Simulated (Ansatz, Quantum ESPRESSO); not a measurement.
# MgO (Periclase): from the cell to the phonon bands

How does MgO (Periclase) vibrate, and is this structure a minimum?

Calculated with Quantum ESPRESSO 7.5; DFT LDA, scalar-relativistic, plane waves, PseudoDojo norm-conserving pseudopotentials.

**Measured values to reproduce.**

“Study on Pyrolysis Characteristics of Phosphate Tailings under H2O Atmosphere” (2024, pmc:11084758) reports for MgO, rocksalt, by powder XRD, Rietveld refinement (phase in multiphase steam-pyrolysed phosphate tailings): lattice constant a 4.21322 ± 5e-05 Å [refined as one phase in multiphase pyrolysed phosphate tailings, not a pure sample].

For MgO, rocksalt (bulk crystal), “Electronic structure of alkaline earth and post-transition metal oxides” (2009, arxiv:0908.1581) quotes earlier work: band gap (literature experimental gap) 7.83 eV [Literature value based on experiment; other listed experimental values range from 7.7 to …].

“Infrared Optical Properties of Ferropericlase (Mg1-xFexO): Experiment and Theory” (2007, arxiv:0704.2267) reports for MgO, rocksalt, by infrared reflectance, oscillator fit (wedged single crystal slab, 295 K): ε∞ (high-frequency dielectric constant) 2.95 ± 0.1; infrared mode (TO phonon at Gamma (T1u)) 396.5 cm⁻¹.

Report form: inputs, costs, results and the conclusion, without the logs.

The database entry behind the starting cell differs from other determinations of this structure, so it need not match the best structure at room temperature.

## 1. Set-up

It takes space group Fm-3m (No. 225, cubic). Conventional cell: a = 4.217 Å, b = 4.217 Å, c = 4.217 Å, α = 90.00°, β = 90.00°, γ = 90.00°. Nearest to Mg lie 6 O at 2.11 Å. Nearest to O lie 6 Mg at 2.11 Å. Farther neighbours, and contacts between anions beyond the nearest, are not listed.

## 2. A probe with smearing

A cheap run with smearing and empty bands tells whether the crystal has a gap, which decides between fixed occupations and smearing later on.

probe.in reads:

```
&control
   calculation = 'scf'
   prefix = 'x'
   outdir = './tmp'
   pseudo_dir = './pseudo'
   tprnfor = .true.
   tstress = .true.
   verbosity = 'high'
/
&system
   ibrav = 0
   nat = 2
   ntyp = 2
   ecutwfc = 84.0
   occupations = 'smearing'
   smearing = 'gaussian'
   degauss = 0.01
/
&electrons
   conv_thr = 1.0d-07
   mixing_beta = 0.7
   electron_maxstep = 100
/
ATOMIC_SPECIES
 Mg     24.3050  Mg.upf
 O      15.9990  O.upf
CELL_PARAMETERS angstrom
    -2.108500000    0.000000000    2.108500000
     0.000000000    2.108500000    2.108500000
    -2.108500000    2.108500000    0.000000000
ATOMIC_POSITIONS crystal
 Mg     0.000000000   0.000000000   0.000000000
 O      0.500000000   0.500000000   0.500000000
K_POINTS automatic
 8 8 8 0 0 0
```

Command:

```bash
> OMP_NUM_THREADS=1 mpirun -n 4 pw.x -nk 4 -in probe.in > probe.out
```

Run time: 2.9 s. Hardware: 4 MPI ranks of Arm Neoverse V1, shared host; peak memory of a rank 0.05 GiB; 11 s of CPU time.

Read from the output:

- volume per atom: 9.374 Å³
- pressure: -6.528 GPa
- gap on the k-mesh: 4.655 eV

A gap of 4.7 eV opens on this mesh, so the crystal is taken as an insulator; the start stands at -6.5 GPa.

## 3. Relaxation

The harmonic expansion starts where the forces on the atoms vanish, and stress shifts the frequencies, so cell and atoms are relaxed with tight thresholds.

relax.in reads:

```
&control
   calculation = 'vc-relax'
   prefix = 'x'
   outdir = './tmp'
   pseudo_dir = './pseudo'
   tprnfor = .true.
   tstress = .true.
   forc_conv_thr = 2.0d-05
   etot_conv_thr = 1.0d-07
   nstep = 40
/
&system
   ibrav = 0
   nat = 2
   ntyp = 2
   ecutwfc = 84.0
   occupations = 'fixed'
   nbnd = 10
/
&electrons
   conv_thr = 1.0d-11
   mixing_beta = 0.7
   electron_maxstep = 100
/
&ions
/
&cell
   press_conv_thr = 0.2
/
ATOMIC_SPECIES
 Mg     24.3050  Mg.upf
 O      15.9990  O.upf
CELL_PARAMETERS angstrom
    -2.108500000    0.000000000    2.108500000
     0.000000000    2.108500000    2.108500000
    -2.108500000    2.108500000    0.000000000
ATOMIC_POSITIONS crystal
 Mg     0.000000000   0.000000000   0.000000000
 O      0.500000000   0.500000000   0.500000000
K_POINTS automatic
 10 10 10 0 0 0
```

Command:

```bash
> OMP_NUM_THREADS=1 mpirun -n 4 pw.x -nk 4 -in relax.in > relax.out
```

It took 18 s on 4 MPI ranks; peak memory of a rank 0.05 GiB.

Step by step:

```
step  energy less that of the first step (eV)  largest force (eV/Å)  pressure (GPa)  volume (Å³)
   1                                   0.0000                0.0000           -6.49        18.75
   2                                  -0.0151                0.0000           -1.26        18.13
   3                                  -0.0157                0.0000            0.08        17.99
   4                                  -0.0157                0.0000            0.00        18.00
   5                                  -0.0157                0.0000            0.00        18.00
   6                                  -0.0155                0.0000           -0.05        18.00
```

```
conventional cell, symmetrised  before  after  change
                         a (Å)   4.217  4.160  -1.3 %
                         b (Å)   4.217  4.160  -1.3 %
                         c (Å)   4.217  4.160  -1.3 %
              volume (Å³/atom)    9.37   9.00  -4.0 %
```

Final coordinates:

```
CELL_PARAMETERS angstrom
-2.08009 0.00000 2.08009
0.00000 2.08009 2.08009
-2.08009 2.08009 0.00000
ATOMIC_POSITIONS crystal
Mg 0.00000 0.00000 0.00000
O 0.50000 0.50000 0.50000
```

The last row of the table of steps is pw.x's closing run on a basis chosen anew for the final cell, so its energy can jump.

Numbers from this step:

```
volume per atom   : 9.000 Å³
pressure          : -0.04600 GPa
gap on the k-mesh : 5.063 eV
```

The volume changes by -4.0 % from the cell with which this run began.

## 4. Self-consistent run for the response

The response is built on this ground state, so it is converged far tighter than an energy would need. With a gap, occupations are fixed, which also allows the response to an electric field.

scf.in reads:

```
&control
   calculation = 'scf'
   prefix = 'x'
   outdir = './tmp'
   pseudo_dir = './pseudo'
   tprnfor = .true.
   tstress = .true.
/
&system
   ibrav = 0
   nat = 2
   ntyp = 2
   ecutwfc = 84.0
   occupations = 'fixed'
   nbnd = 10
/
&electrons
   conv_thr = 1.0d-12
   mixing_beta = 0.7
   electron_maxstep = 100
/
ATOMIC_SPECIES
 Mg     24.3050  Mg.upf
 O      15.9990  O.upf
CELL_PARAMETERS angstrom
    -2.080091125    0.000000000    2.080091125
     0.000000000    2.080091125    2.080091125
    -2.080091125    2.080091125    0.000000000
ATOMIC_POSITIONS crystal
 Mg     0.000000000   0.000000000   0.000000000
 O      0.500000000   0.500000000   0.500000000
K_POINTS automatic
 12 12 12 0 0 0
```

Command:

```bash
> OMP_NUM_THREADS=1 mpirun -n 4 pw.x -nk 4 -in scf.in > scf.out
```

Wall time 8.9 s (4 MPI ranks); peak memory of a rank 0.05 GiB.

The cell stands at -0.046 GPa, close enough for phonons.

## 5. Phonons on a q mesh

Linear response treats each wavevector in the unit cell, with no supercell; the 4×4×4 mesh fixes the range of the force constants to be had.

ph.in reads:

```
phonons
&inputph
   prefix = 'x'
   outdir = './tmp'
   fildyn = 'x.dyn'
   tr2_ph = 1.0d-18
   epsil = .true.
   ldisp = .true.
   nq1 = 4
   nq2 = 4
   nq3 = 4
/
```

Command:

```bash
> OMP_NUM_THREADS=1 mpirun -n 4 ph.x -nk 4 -in ph.in > ph.out
```

Elapsed: 46 min, on 4 MPI ranks.

The run was cut off at its time limit.

## 6. Cross-check with Ansatz

A second program on the same cell, potentials, cutoff and meshes tests the implementation of the phonon response, not its convergence; field response and couplings are summed in its own way. Its k mesh is centred on Γ.

This step: DFT LDA, scalar-relativistic, plane waves, PseudoDojo norm-conserving pseudopotentials (Ansatz 0.2.0).

input.yaml reads:

```yaml
crystal:
  lattice:
    - [-2.080091125, 0.0, 2.080091125]
    - [0.0, 2.080091125, 2.080091125]
    - [-2.080091125, 2.080091125, 0.0]
  atoms:
    - { symbol: Mg, position: [0.0, 0.0, 0.0] }
    - { symbol: O, position: [0.5, 0.5, 0.5] }
kpoints:
  mp_grid: { grid: [12, 12, 12] }
hamiltonian:
  xc: lda
  pseudopotentials: { kind: nc, accuracy: standard }
scf:
  occupations: { method: fixed }
output:
  eigenvalues: true
basis:
  ecutwfc: 1142.878
phonons:
  method: dfpt
  dielectric: true
  rigid_motions: translations
  qmesh: [4, 4, 4]
  temperatures: { t_max: 1000, t_step: 50 }
  qpath:
    path:
      - [[0.0, 0.0, 0.0], [0.0, 0.5, 0.5], [0.0, 0.625, 0.375]]
      - [[-0.375, 0.375, 0.0], [0.0, 0.0, 0.0], [0.0, 0.5, 0.0], [-0.25, 0.5, 0.25], [0.0, 0.5, 0.5]]
    npoints: 12
```

Command:

```bash
> ansatz run input.yaml --threads 4 --pin off --max-ram 8192MiB --backend cpu --events-out ev --progress --plain --runs-dir out
```

Wall time 4.3 min (4 threads); peak memory 2.7 GiB; 17 min of CPU time.

Numbers from this step:

| Item | Value |
| --- | --- |
| sum-rule residual before enforcement | 2.81e-4 eV/Å² |
| miss of the charge sum rule | 7.07e-5 e |
| lowest frequency on the path | 0 cm⁻¹ |
| share of imaginary modes on the dense interpolated mesh | 0 |
| mean frequency | 404.4 cm⁻¹ |
| Debye temperature (second moment) | 781 K |
| logarithmic mean frequency | 386 cm⁻¹ |
| highest optical zone-centre mode (no LO-TO term) | 409.2 cm⁻¹ |
| lowest optical zone-centre mode | 409.2 cm⁻¹ |
| mean high-frequency dielectric constant | 3.172 |
| largest Born charge in size (third of the trace) | 1.972 e |
| mean static dielectric constant | 9.75 |
| highest mode moved by the LO-TO term | 717.4 cm⁻¹ |
| lowest mode on the q mesh (acoustic ones at the zone centre apart) | 187.8 cm⁻¹ |

Frequencies (cm⁻¹) at each irreducible wavevector; negative means imaginary. Frequencies by wavevector:

```
  q (fractions)  star  mode 1  mode 2  mode 3  mode 4  mode 5  mode 6
          0 0 0     1       0       0       0   409.2   409.2   409.2
       0 0 0.25     8   187.8   187.8   329.8   398.8   398.8   682.9
       0 0 -0.5     4   284.8   284.8   370.8   370.8   551.8   576.3
    0 0.25 0.25     6   218.8   218.8   335.5   433.1   433.1   626.6
    0 0.25 -0.5    24   285.2   336.3   421.1   447.2   455.1   561.9
   0 0.25 -0.25    12   275.4   324.3   379.9   419.9   469.3   593.2
    0 -0.5 -0.5     3   292.7   292.7   433.6     458     458     554
0.25 -0.5 -0.25     6   353.4   382.7   382.7   449.6     507     507
```

No LO-TO term; unit eigenvectors of the mass-weighted matrix. Modes at Γ, with each element's share of the kinetic energy:

```
mode  frequency (cm⁻¹)  symmetry  Mg %  O %
   1               0.0       T1u    60   40
   2               0.0       T1u    60   40
   3               0.0       T1u    60   40
   4             409.2       T1u    40   60
   5             409.2       T1u    40   60
   6             409.2       T1u    40   60
```

Displacements in mode 5 (409.2 cm⁻¹), the largest set to 1:
```
Mg1  0.00 -0.62 -0.66
O2   0.00  0.94  1.00
```

Transverse modes. Lines of the infrared spectrum (strongest = 100):

```
position (cm⁻¹)  label  IR intensity ((D/Å)²/amu), degenerate modes summed, relative
            409    T1u                                                           100
```

## 7. Cross-check with Ansatz

The same cell goes through another code, with its own cutoff. It uses its own PAW datasets, so the potentials differ. Its k mesh is centred on Γ.

This step: DFT LDA, scalar-relativistic, plane waves, PAW (Ansatz 0.2.0).

input.yaml, the sections that differ from step 6:

```yaml
hamiltonian:
  xc: lda
phonons:
  method: dfpt
  dielectric: true
  rigid_motions: translations
# crystal, kpoints, scf, output: as in step 6
# basis: removed
```

The job ended after 4.4 s (4 threads; peak memory 0.38 GiB; 16 s of CPU time).

Read from the output:

```yaml
gap_on_the_k_mesh: 5.027 eV
sum_rule_residual_before_enforcement: 5.06e-5 eV/Å²
miss_of_the_charge_sum_rule: 8.71e-6 e
highest_optical_zone_centre_mode_no_lo_to_term: 407.7 cm⁻¹
lowest_optical_zone_centre_mode: 407.7 cm⁻¹
mean_high_frequency_dielectric_constant: 3.184
largest_born_charge_in_size_third_of_the_trace: 1.967 e
mean_static_dielectric_constant: 9.78
highest_mode_moved_by_the_lo_to_term: 714.6 cm⁻¹
```

No LO-TO term; unit eigenvectors of the mass-weighted matrix. Modes at Γ, with each element's share of the kinetic energy:

```
mode  frequency (cm⁻¹)  symmetry  Mg %  O %
   1               0.0       T1u    60   40
   2               0.0       T1u    60   40
   3               0.0       T1u    60   40
   4             407.7       T1u    40   60
   5             407.7       T1u    40   60
   6             407.7       T1u    40   60
```

Transverse modes. Infrared lines, with heights relative to the strongest:

```
position (cm⁻¹)  label  IR intensity ((D/Å)²/amu), degenerate modes summed, relative
            408    T1u                                                           100
```

## 8. Results

```
space group after relaxation                                                     : Fm-3m
volume per atom                                                                  : 9.00 Å³
gap on the k-mesh                                                                : 5.06 eV
highest optical zone-centre mode (no LO-TO term) (first level)                   : 409.2 cm⁻¹
lowest mode on the q mesh (acoustic ones at the zone centre apart) (first level) : 187.8 cm⁻¹
zero-point energy per atom (first level)                                         : 75.2 meV
heat capacity at 300 K (first level)                                             : 18.3 J/(mol atoms K)
```

In words: The mesh run of the first program did not finish; by Ansatz MgO (Periclase) is dynamically stable on the 4×4×4 mesh. These are harmonic frequencies at zero temperature: anharmonic shifts, linewidths and thermal expansion are left out.

Comparison with the measured values:

```
                                      quantity  measured  LDA PseudoDojo norm-conserving, Quantum ESPRESSO  LDA PseudoDojo norm-conserving              LDA
                        lattice constant a (Å)   4.21322                                    4.160 (-1.3 %)                               -                -
                     band gap (least gap) (eV)      7.83                                                 -                 5.06 (-2.77 eV)  5.03 (-2.80 eV)
                       ε∞ (mean of the tensor)      2.95                                                 -                   3.17 (+7.5 %)    3.18 (+7.9 %)
infrared mode, TO phonon at Gamma (T1u) (cm⁻¹)     396.5                                                 -                    409 (+3.2 %)     408 (+2.8 %)
```

Measured values from pmc:11084758 (2024), arxiv:0908.1581 (2009) and arxiv:0704.2267 (2007).

**Verdict.** The lattice constant a is off by -1.3 %: fair agreement. The band gap is off by -2.77 eV at LDA PseudoDojo norm-conserving: a clear miss. Local and semilocal functionals usually give gaps below the measured ones. Zero-point and thermal motion shift the measured gap. The ε∞ is off by +7.5 % at LDA PseudoDojo norm-conserving: fair agreement. The infrared mode is off by +3.2 % at LDA PseudoDojo norm-conserving: fair agreement. Zero-point motion and thermal expansion (measured at up to 295 K) are not in the computed lattice constants and infrared mode.

[Long decimals in the printed logs are rounded to 6 places.]

[Host names, launcher messages, clock columns and parts of forces and stress are left out of these logs.]

[Logs are printed without paths, hosts, clocks, repeated set-up lines and the standing remarks that a program may print on its own settings, such as how far it seeks lower states.]

[Hosts, paths, dates, database ids (printed as entryN), source tags and the programs' standing remarks are cut or masked in the printed files.]

[Where Elk ran, warnings of its patched build on accuracy (core leakage, angular cutoffs, spin-orbit splittings, empty states, lower magnetic states) are left out.]

[Sessions in which a second program contradicted a gradient-corrected response are left out of this set, so agreement between programs is selected.]
